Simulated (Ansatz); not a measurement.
**(BaO)2(NaCl)1 [001] superlattice, started as rocksalt type: following an unstable mode**

Aim: this structure of (BaO)2(NaCl)1 [001] superlattice, started as rocksalt type is to be tested for unstable modes, and one is followed downhill.

Method: DFT PBEsol, scalar-relativistic, plane waves, PAW, in Ansatz 0.2.0.

The structure was built from a prototype and need not be the compound's stable phase.

## Step 1: Set-up

The structure is tetragonal, space group I4/mmm (No. 139). The conventional cell has a = 3.831 Å, b = 3.831 Å, c = 18.323 Å, α = 90.00°, β = 90.00°, γ = 90.00°. Nearest to Ba lie 5 O at 2.58 to 2.71 Å and 1 Cl at 3.22 Å. Nearest to Cl lie 4 Na at 2.71 Å and 2 Ba at 3.22 Å. Nearest to Na lie 4 Cl at 2.71 Å. Nearest to O lie 5 Ba at 2.58 to 2.71 Å. Farther neighbours and most contacts between anions are not listed.

Structure file:

```cif
data_structure
_symmetry_space_group_name_H-M 'P 1'
_symmetry_Int_Tables_number 1
_cell_length_a 3.8309
_cell_length_b 3.8309
_cell_length_c 9.5535
_cell_angle_alpha 101.566
_cell_angle_beta 78.434
_cell_angle_gamma 90.000
_cell_volume 134.45
loop_
_atom_site_label
_atom_site_type_symbol
_atom_site_fract_x
_atom_site_fract_y
_atom_site_fract_z
_atom_site_occupancy
Ba1 Ba 0.99068 0.00932 0.01864 1
Ba2 Ba 0.34265 0.65735 0.31470 1
Cl3 Cl 0.16667 0.83333 0.66667 1
Na4 Na 0.66667 0.33333 0.66667 1
O5 O 0.48324 0.51676 0.03352 1
O6 O 0.85009 0.14991 0.29982 1
```

## Step 2: Zone-centre response

The cell comes from relaxations at this level that are not shown. The zone centre is the only wavevector solved here; it holds the modes that light can see, as far as symmetry allows. The response to a homogeneous field gives the Born charges and the dielectric tensor, and its change with displacement the Raman tensors.

File input.yaml:

```yaml
crystal:
  lattice:
    - [2.7088263131, 2.7088263131, 0.0]
    - [-2.7088263131, 2.7088263131, 0.0]
    - [2.7088263131, 0.0, 9.1614302761]
  atoms:
    - { symbol: Ba, position: [-0.0093181797, 0.0093181797, 0.0186363593] }
    - { symbol: Ba, position: [0.342651513, 0.657348487, 0.314696974] }
    - { symbol: Cl, position: [0.1666666667, 0.8333333333, 0.6666666667] }
    - { symbol: Na, position: [0.6666666667, 0.3333333333, 0.6666666667] }
    - { symbol: O, position: [0.4832420251, 0.5167579749, 0.0335159497] }
    - { symbol: O, position: [0.8500913082, 0.1499086918, 0.2998173836] }
kpoints:
  mp_grid: { grid: [8, 8, 8] }
hamiltonian:
  xc: pbesol
scf:
  occupations: { method: fixed }
output:
  eigenvalues: true
phonons:
  method: dfpt
  dielectric: true
  rigid_motions: translations
  raman: true
```

Run with:

```console
ansatz run input.yaml --threads 8 --pin off --max-ram 14336MiB --backend cpu --events-out ev --progress --plain --runs-dir out
```

Numbers of over 12 decimals in the logs are rounded to 6 here.

The program printed:

```text
Warning: crystal.symmetry: narrowed to the stabiliser of the run's FFT grids — unitary ops 16 → 4. A phonons.method: dfpt run fills in the rows of the dynamical matrix that it does not solve by its symmetry operations, which is exact only for operations that map its FFT grids onto themselves: filled in by any other, the frequencies could depend on the order in which like atoms are typed, or, by more than the grids' own error, on where the crystal sits among the grids' points. Excluded: 12 operations. The run can therefore solve more perturbations, solve them on more k-points, or both, and cost more. [rest of the remark cut]
Engine: ansatz 0.2.0, aarch64-unknown-linux-gnu
Pseudopotentials: kind: paw
Pseudopotential: Ba, paw, valence charge 10, recommended cutoff 420 eV (normal), Ba.paw.azcp
Pseudopotential: Cl, paw, valence charge 7, recommended cutoff 420 eV (normal), Cl.paw.azcp
Pseudopotential: Na, paw, valence charge 9, recommended cutoff 420 eV (normal), Na.paw.azcp
Pseudopotential: O, paw, valence charge 6, recommended cutoff 420 eV (normal), O.paw.azcp
Functional definition: PBEsol
  exchange = pbesol_x
  correlation = pbesol_c
Crystal: 6 atoms, lattice volume = 134.448 Å³
Basis set: ecut = 420 eV, 2643 PW (Γ), exchange–correlation on 54×54×144 points (8 copies of the dense FFT grid, shifted against one another)
Bands: 30, of which v1, the nominal top of the filled ones, is band 24 counted from 1 (23 counted from 0)
Symmetry: 16 space group operations
k-points: 260 of 512 (irreducible under 1 space group operation, time reversal used)
Non-local potential: Ba, projectors of the file, l = 0: 3, l = 1: 2, l = 2: 2, l = 3: 2
Non-local potential: Cl, projectors of the file, l = 0: 2, l = 1: 2, l = 2: 2
Non-local potential: Na, projectors of the file, l = 0: 3, l = 1: 2, l = 2: 1
Non-local potential: O, projectors of the file, l = 0: 2, l = 1: 2, l = 2: 1
PAW form: soft (Blöchl's): semilocal exchange-correlation on the pseudo side does not see the compensation charge
PAW frozen core: Ba, regenerated for the run's functional, and the local potential with it (the file was generated under x = pbe(κ = 0.804, μ = 0.219515), c = pbe(β = 0.066725))
PAW frozen core: Cl, regenerated for the run's functional, and the local potential with it (the file was generated under x = pbe(κ = 0.804, μ = 0.219515), c = pbe(β = 0.066725))
PAW frozen core: Na, regenerated for the run's functional, and the local potential with it (the file was generated under x = pbe(κ = 0.804, μ = 0.219515), c = pbe(β = 0.066725))
PAW frozen core: O, regenerated for the run's functional, and the local potential with it (the file was generated under x = pbe(κ = 0.804, μ = 0.219515), c = pbe(β = 0.066725))
PAW one-centre angular grid: Ba, 194 points (default); XC on 64 Gauss nodes
PAW one-centre angular grid: Cl, 110 points (default); XC on 64 Gauss nodes
PAW one-centre angular grid: Na, 110 points (default); XC on 64 Gauss nodes
PAW one-centre angular grid: O, 110 points (default); XC on 64 Gauss nodes
Initial density: superposition of atomic densities (neutral atoms: chi_scale 0, normalization atom), corrected by the library's trained network
Initial wavefunctions: pseudopotential atomic-orbital guess
Functional: x = pbesol(κ = 0.804, μ = 0.123457), c = pbesol(β = 0.046)
SCF iter   1: F=—  HF=-15392.122172 eV  |F-HF|=—  |Δ(HF+E_count)|=         —  Δρ=1.20e-2  dr2=2.02e-1  ethr=1.77e-3  ⟨swp⟩=4.9  Hψ=32975  notcnv=0  defer=939
preconditioner: auto → Resta (q_TF=auto, 2.298 Å⁻¹)  ε∞=3.7  [insulator: Δε(μ)=1.844 eV  Ē_g=11.747 eV  n_scr=22 (ndim 8)  ℏωp=19.2 eV  f_vac=0.045  ε∞_Penn≈3.7]
SCF iter   2: F=—  HF=-15392.091990 eV  |F-HF|=—  |Δ(HF+E_count)|=   3.02e-2  Δρ=7.19e-3  dr2=6.15e-2  ethr=4.21e-4  ⟨swp⟩=2.1  Hψ=14883  notcnv=0  defer=1002
SCF iter   3: F=—  HF=-15392.080270 eV  |F-HF|=—  |Δ(HF+E_count)|=   1.17e-2  Δρ=1.13e-3  dr2=3.48e-3  ethr=1.28e-4  ⟨swp⟩=2.0  Hψ=10692  notcnv=0  defer=1035
SCF iter   4: F=—  HF=-15392.079583 eV  |F-HF|=—  |Δ(HF+E_count)|=   6.87e-4  Δρ=3.02e-4  dr2=2.77e-4  ethr=7.25e-6  ⟨swp⟩=2.9  Hψ=14472  notcnv=0  defer=1040
SCF iter   5: F=—  HF=-15392.079551 eV  |F-HF|=—  |Δ(HF+E_count)|=   3.22e-5  Δρ=6.98e-5  dr2=1.25e-5  ethr=5.77e-7  ⟨swp⟩=2.2  Hψ=12731  notcnv=0  defer=1040
SCF iter   6: F=—  HF=-15392.079553 eV  |F-HF|=—  |Δ(HF+E_count)|=   2.31e-6  Δρ=2.05e-5  dr2=7.35e-7  ethr=2.60e-8  ⟨swp⟩=2.3  Hψ=13596  notcnv=0  defer=899
SCF iter   7: F=—  HF=-15392.079551 eV  |F-HF|=—  |Δ(HF+E_count)|=   2.21e-6  Δρ=4.40e-6  dr2=3.06e-8  ethr=1.53e-9  ⟨swp⟩=2.0  Hψ=12219  notcnv=0  defer=445
SCF iter   8: F=—  HF=-15392.079551 eV  |F-HF|=—  |Δ(HF+E_count)|=   2.97e-8  Δρ=9.44e-7  dr2=1.10e-9  ethr=6.37e-11  ⟨swp⟩=2.0  Hψ=13430  notcnv=0  defer=445
SCF iter   9: F=—  HF=-15392.079551 eV  |F-HF|=—  |Δ(HF+E_count)|=  4.89e-10  Δρ=3.57e-7  dr2=1.79e-10  ethr=1.00e-12  ⟨swp⟩=15.8  Hψ=60901  notcnv=0
SCF iter  10: F=-15392.079551 eV  HF=-15392.079551 eV  |F-HF|=1.82e-12  |Δ(HF+E_count)|=  1.82e-11  Δρ=1.10e-7  dr2=1.60e-11  ethr=1.00e-12  ⟨swp⟩=6.6  Hψ=38415  notcnv=0
SCF 1 converged in 10 iterations: F = -15392.079551 eV  dr2 = 1.60e-11
  greatest PAW one-centre occupation: 0.999 electrons in one spin orbital (limit 2), on the Na atom at site 3 (counted from 0), in its partial waves of l = 0
NSCF: frozen V_eff on 3 k-points
DFPT response loops at Γ: preconditioner auto → Resta (q_TF=auto, 2.298 Å⁻¹)  ε∞=5.6 (no band partly filled); β = 1.00, the filter's whole step (`scf.mixing.beta` (0.50) is not read by the response loops at its default; to damp them type it under 1.00, their step now; it binds the ground state too); Broyden in place of MSR1
── the response to a field inside a basis, on 8×8×8 k-points: an SCF that follows is theirs, and a resumed run solves both again ──
Bands: 25, of which v1, the nominal top of the filled ones, is band 24 counted from 1 (23 counted from 0)
k-points: 144
Initial density: handed on by an earlier stage of this run
Initial wavefunctions: pseudopotential atomic-orbital guess (no wavefunctions were taken with the density)
Eigensolver: Dense (144 Hₖ)
SCF iter   1: F=—  HF=-15392.055312 eV  |F-HF|=—  |Δ(HF+E_count)|=         —  Δρ=2.54e-4  dr2=2.58e-5  ethr=1.00e-1
preconditioner: auto → Resta (q_TF=auto, 2.298 Å⁻¹)  ε∞=4.4  [insulator: Δε(μ)=2.074 eV  Ē_g=10.490 eV  n_scr=22 (ndim 8)  ℏωp=19.2 eV  f_vac=0.036  ε∞_Penn≈4.4]
SCF iter   2: F=—  HF=-15392.055312 eV  |F-HF|=—  |Δ(HF+E_count)|=   4.24e-7  Δρ=1.14e-4  dr2=1.44e-5  ethr=5.38e-8
SCF iter   3: F=—  HF=-15392.055312 eV  |F-HF|=—  |Δ(HF+E_count)|=   5.29e-7  Δρ=7.08e-5  dr2=2.11e-6  ethr=2.99e-8
[...]
DFPT response loops at Γ: mixed as the last ones told, above
SCF converged after 10 iterations
Free energy (F): -15392.079551 eV
Harris-Foulkes:  -15392.079551 eV  (|F-HF|=1.82e-12)
Internal energy: -15392.079551 eV  (E = F + TS)
E sigma→0 (E₀):  -15392.079551 eV
Fermi energy:    6.664690 eV
--- Per-component energies (eV) ---
  E_band       = -287.799804
  E_kinetic    = 971.759104
  E_local      = -2836.167844  (includes V_loc(G=0)·N_el)
  E_nonlocal   = 358.477728
  E_hartree    = 1016.553785
  E_xc         = -627.914868
  E_vxc        = -634.608011  (∫ρ·V_xc dr)
  E_paw        = -11479.981510  (= ΣΔE_a)
  E_vpaw       = -180.373302  (= ΣTr[D̂ρ^β])
  E_aug_tail   = 0.004829  (compensation charges beyond the density's cutoff)
  E_ewald      = -2795.317344
  E_core_change = 0.506568  (= ΣΔE_core)
  E_smearing   = -0.000000  (= −TS)
  E_closure    = 0.000000  (closes the sum)
  Σ components = -15392.079551   (vs F -15392.079551, Δ=0.00e0)
--- Band table (eV; the first three rows and the last of 260) ---
  k-point 0: bands = [... 20 lower, 6.3461, 6.3461, 6.4344, 6.4344, 8.6032, 9.1781, 10.3800, 11.6505, ... 2 higher]
  k-point 1: bands = [... 20 lower, 6.3461, 6.3461, 6.4345, 6.4345, 8.6869, 9.1722, 10.4027, 11.4029, ... 2 higher]
  k-point 2: bands = [... 20 lower, 6.3460, 6.3460, 6.4349, 6.4349, 8.8931, 9.1587, 10.4598, 11.0862, ... 2 higher]
  k-point 259: bands = [... 20 lower, 6.6170, 6.6263, 6.6636, 6.6647, 9.4952, 10.0312, 10.7446, 10.7706, ... 2 higher]
--- Phonons (Γ-DFPT): 12 representative perturbations + reference, on 260 of 512 k-points (Σ response iterations 42) ---
  ASR residual: 2.150e-4 → 0.000e0 eV/Å²; symmetrization residual: 5.508e-6 eV/Å²
  The last average, over the group as it would stand without the narrowing to the FFT grids, took up to 2.187e-6 eV/Å² of the zone centre's force constants
  ASR residual per site (eV/Å²): 8.55e-6 8.55e-6 7.95e-5 2.15e-4 1.38e-5 1.38e-5
  Γ frequencies (cm⁻¹): -94.92 0.00 0.00 0.00 49.53 49.53 75.11 75.11 137.55 144.15 144.15 151.12 151.12 154.32 216.38 216.38 237.50 310.69
  ε∞ (high-frequency dielectric tensor):
        3.606605     0.000000     0.000000
        0.000000     3.606605     0.000000
        0.000000     0.000000     3.608494
  softest optical mode at Γ: -94.92 cm⁻¹; the repairs (sum rule, projections) moved no ω² at Γ by more than (2.22 cm⁻¹)²
  Born effective charges Z* (e; rows j = field, columns β = displacement):
    site 0:
         2.76697   -0.00000    0.00000
         0.00000    2.76697    0.00000
        -0.00000    0.00000    2.00599
    site 1:
         2.76697   -0.00000   -0.00000
         0.00000    2.76697    0.00000
         0.00000    0.00000    2.00599
    site 2:
        -1.05242    0.00000    0.00000
         0.00000   -1.05242    0.00000
         0.00000    0.00000   -1.52701
    site 3:
         1.12857   -0.00000    0.00000
        -0.00000    1.12857    0.00000
         0.00000    0.00000    1.27989
    site 4:
        -2.80504    0.00000   -0.00000
        -0.00000   -2.80504    0.00000
        -0.00000    0.00000   -1.88243
    site 5:
        -2.80504   -0.00000    0.00000
        -0.00000   -2.80504    0.00000
         0.00000    0.00000   -1.88243
  Z* charge neutrality: 6.454e-3 e pre-enforcement
  solved inside a basis spanned on kpoints, on 8×8×8 k-points transformed towards the longest dipole: ε∞ is read to err by 1.2e-2, Z* by 1.2e-2 e (field_mesh: kpoints solves on kpoints); Z* is corrected for what the basis lacks
  Raman tensors (in the event stream and the table raman_tensors.tsv): an entry may err by 1.2e-1 Å², one of the second-order susceptibility by 2.0e-19 pm/V (basis, points and sum rule); their sum over the sites missed zero by 1.776e-15 Å² ahead of its enforcement
  optical modes at Γ without the LO–TO term, one row a degenerate level:
      ω (cm⁻¹)  modes    IR ((D/Å)²/amu)  static Raman (Å⁴/amu)  depolarisation
        -94.92      1             4.5625                 0.0000               —
         49.53      2             0.9114                 0.0000               —
         75.11      2             0.0000                 0.1173           0.750
        137.55      1             0.0000                24.0642           0.009
        144.15      2            49.0055                 0.0000               —
        151.12      2             0.0000                 6.1383           0.750
        154.32      1             2.8908                 0.0000               —
        216.38      2             4.6105                 0.0000               —
        237.50      1             0.0000                65.1803           0.460
        310.69      1             7.2798                 0.0000               —
  optical modes at Γ + LO–TO along q̂ = [1.0000, 0.0000, 0.0000]:
      ω (cm⁻¹)  modes    IR ((D/Å)²/amu)  static Raman (Å⁴/amu)  depolarisation
        -94.92      1             4.5625                 0.0000               —
         49.53      1             0.4557                 0.0000               —
         52.26      1             0.0087                 0.0000               —
         75.11      2             0.0000                 0.1173           0.750
        137.55      1             0.0000                24.0642           0.009
        144.15      1            24.5027                 0.0000               —
        151.12      2             0.0000                 6.1383           0.750
        154.32      1             2.8908                 0.0000               —
        209.91      1             0.1483                 0.0000               —
        216.38      1             2.3052                 0.0000               —
        237.50      1             0.0000                65.1803           0.460
        310.69      1             7.2798                 0.0000               —
        378.39      1            27.1067                 0.0000               —
  optical modes at Γ + LO–TO along q̂ = [0.0000, 1.0000, 0.0000]:
      ω (cm⁻¹)  modes    IR ((D/Å)²/amu)  static Raman (Å⁴/amu)  depolarisation
        -94.92      1             4.5625                 0.0000               —
         49.53      1             0.4557                 0.0000               —
         52.26      1             0.0087                 0.0000               —
         75.11      2             0.0000                 0.1173           0.750
        137.55      1             0.0000                24.0642           0.009
        144.15      1            24.5027                 0.0000               —
        151.12      2             0.0000                 6.1383           0.750
        154.32      1             2.8908                 0.0000               —
        209.91      1             0.1483                 0.0000               —
        216.38      1             2.3052                 0.0000               —
        237.50      1             0.0000                65.1803           0.460
        310.69      1             7.2798                 0.0000               —
        378.39      1            27.1067                 0.0000               —
  optical modes at Γ + LO–TO along q̂ = [0.0000, 0.0000, 1.0000]:
      ω (cm⁻¹)  modes    IR ((D/Å)²/amu)  static Raman (Å⁴/amu)  depolarisation
         38.87      1             1.0815                 0.0000               —
         49.53      2             0.9114                 0.0000               —
         75.11      2             0.0000                 0.1173           0.750
        137.55      1             0.0000                24.0642           0.009
        144.15      2            49.0055                 0.0000               —
        151.12      2             0.0000                 6.1383           0.750
        188.75      1             2.0714                 0.0000               —
        216.38      2             4.6105                 0.0000               —
        237.50      1             0.0000                65.1803           0.460
        372.78      1            11.5802                 0.0000               —
```

Wall time 9.3 min (8 threads of Arm Neoverse V2, shared host); peak memory 5 GiB; 71 min of CPU time.

Numbers from this step:

| Item | Value |
| --- | --- |
| gap on the k-mesh | 1.939 eV |
| volume per atom | 22.41 Å³ |
| sum-rule residual before enforcement | 2.15e-4 eV/Å² |
| miss of the charge sum rule | 0.006454 e |
| estimated error of the dielectric tensor | 0.01219 |
| estimated error of the Born charges | 0.01206 e |
| point group | 4/mmm |
| highest optical mode at the zone centre (no LO-TO term) | 310.7 cm⁻¹ |
| lowest optical zone-centre mode | -94.92 cm⁻¹ |
| mean high-frequency dielectric constant | 3.607 |
| largest Born charge (third of the trace) | 2.513 e |
| top of the zone-centre spectrum with the field | 378.4 cm⁻¹ |

Without the LO-TO term. Patterns of degenerate modes are one choice out of their space. Modes at Γ, with each element's share of the kinetic energy (negative means imaginary):

| mode | frequency (cm⁻¹) | symmetry | Ba % | Cl % | Na % | O % |
| --- | --- | --- | --- | --- | --- | --- |
| 1 | -94.9 | A2u | 2 | 1 | 88 | 9 |
| 2 | 0.0 | acoustic | 75 | 10 | 6 | 9 |
| 3 | 0.0 | acoustic | 75 | 10 | 6 | 9 |
| 4 | 0.0 | acoustic | 75 | 10 | 6 | 9 |
| 5 | 49.5 | Eu | 17 | 54 | 28 | 0 |
| 6 | 49.5 | Eu | 17 | 54 | 28 | 0 |
| 7 | 75.1 | Eg | 99 | 0 | 0 | 1 |
| 8 | 75.1 | Eg | 99 | 0 | 0 | 1 |
| 9 | 137.6 | A1g | 96 | 0 | 0 | 4 |
| 10 | 144.2 | Eu | 7 | 1 | 0 | 91 |
| 11 | 144.2 | Eu | 7 | 1 | 0 | 91 |
| 12 | 151.1 | Eg | 1 | 0 | 0 | 99 |
| 13 | 151.1 | Eg | 1 | 0 | 0 | 99 |
| 14 | 154.3 | A2u | 14 | 86 | 0 | 0 |
| 15 | 216.4 | Eu | 0 | 35 | 65 | 0 |
| 16 | 216.4 | Eu | 0 | 35 | 65 | 0 |
| 17 | 237.5 | A1g | 4 | 0 | 0 | 96 |
| 18 | 310.7 | A2u | 9 | 4 | 5 | 81 |

Displacements in mode 1 (-94.9 cm⁻¹), the largest set to 1:
```
Ba1  0.00  0.00 -0.04
Ba2  0.00  0.00 -0.04
Cl3  0.00  0.00 -0.08
Na4  0.00  0.00  1.00
O5   0.00  0.00 -0.28
O6   0.00  0.00 -0.28
```

Displacements in mode 9 (137.6 cm⁻¹), the largest set to 1:
```
Ba1  0.00  0.00 -1.00
Ba2  0.00  0.00  1.00
Cl3  0.00  0.00  0.00
Na4  0.00  0.00  0.00
O5   0.00  0.00 -0.57
O6   0.00  0.00  0.57
```

Before it was imposed, the acoustic sum rule was missed by 2.1e-4 eV/Å² and the charge sum rule by 0.0065 e. Small misses are needed for a sound result but don't prove that mesh and cutoff are converged. The lowest optical mode is imaginary, 94.9i cm⁻¹, so the energy falls along it.

## Step 3: The mode frozen in, largest atomic shift 0 Å

The mode followed lies at Γ with frequency 94.9i cm⁻¹, the softest among the wavevectors solved. At small amplitude the distorted cell has space group no. 107 by a symmetry search on the positions. The undistorted cell that holds it gives the zero of energy on the same k mesh.

Changes to input.yaml since step 2:

```diff
@@ -6,3 +6,3 @@
   atoms:
-    - { symbol: Ba, position: [-0.0093181797, 0.0093181797, 0.0186363593] }
+    - { symbol: Ba, position: [0.9906818203, 0.0093181797, 0.0186363593] }
     - { symbol: Ba, position: [0.342651513, 0.657348487, 0.314696974] }
@@ -17,9 +17,6 @@
 scf:
-  occupations: { method: fixed }
+  occupations: { method: gaussian, width: 0.02 }
 output:
+  forces: true
+  stress: true
   eigenvalues: true
-phonons:
-  method: dfpt
-  dielectric: true
-  rigid_motions: translations
-  raman: true
```

The program printed:

```text
[...]
Crystal: 6 atoms, lattice volume = 134.448 Å³
Basis set: ecut = 420 eV, 2643 PW (Γ), exchange–correlation on 54×54×128 points (8 copies of the dense FFT grid, shifted against one another)
Bands: 30, of which v1, the nominal top of the filled ones, is band 24 counted from 1 (23 counted from 0)
Symmetry: 16 space group operations
[...]
k-points: 59 of 512
[...]
P = ⅓ Tr σ = 0.0033 GPa (0.033 kbar)
--- Band table (eV; the first three rows and the last of 59) ---
  k-point 0: bands = [... 20 lower, 6.3461, 6.3461, 6.4344, 6.4344, 8.6032, 9.1781, 10.3800, 11.6506]
  k-point 1: bands = [... 20 lower, 6.3461, 6.3461, 6.4346, 6.4346, 8.6869, 9.1723, 10.4027, 11.4030]
  k-point 2: bands = [... 20 lower, 6.3461, 6.3461, 6.4349, 6.4349, 8.8931, 9.1587, 10.4599, 11.0862]
  k-point 58: bands = [... 20 lower, 6.6217, 6.6217, 6.6643, 6.6643, 9.6879, 9.6879, 10.7612, 11.4220]
[key lines of the parts left out:]
SCF converged after 7 iterations
Free energy (F): -15392.079551 eV
Fermi energy:    7.634117 eV
```

Wall time 2.2 s (8 threads); peak memory 0.64 GiB; 13 s of CPU time.

Numbers from this step:

* pressure: 0.003308 GPa
* gap on the k-mesh: 1.938 eV
* energy from the undistorted cell: 0 meV/atom

At this level the gap is 1.94 eV on the k-mesh of the self-consistent run, which can miss the band edges.

[end of part 1 of 3]

[Logs are printed without paths, hosts, clocks, repeated set-up lines and the standing remarks that a program may print on its own settings, such as how far it seeks lower states.]

[Hosts, paths, dates, database ids (printed as entryN), source tags and the programs' standing remarks are cut or masked in the printed files.]
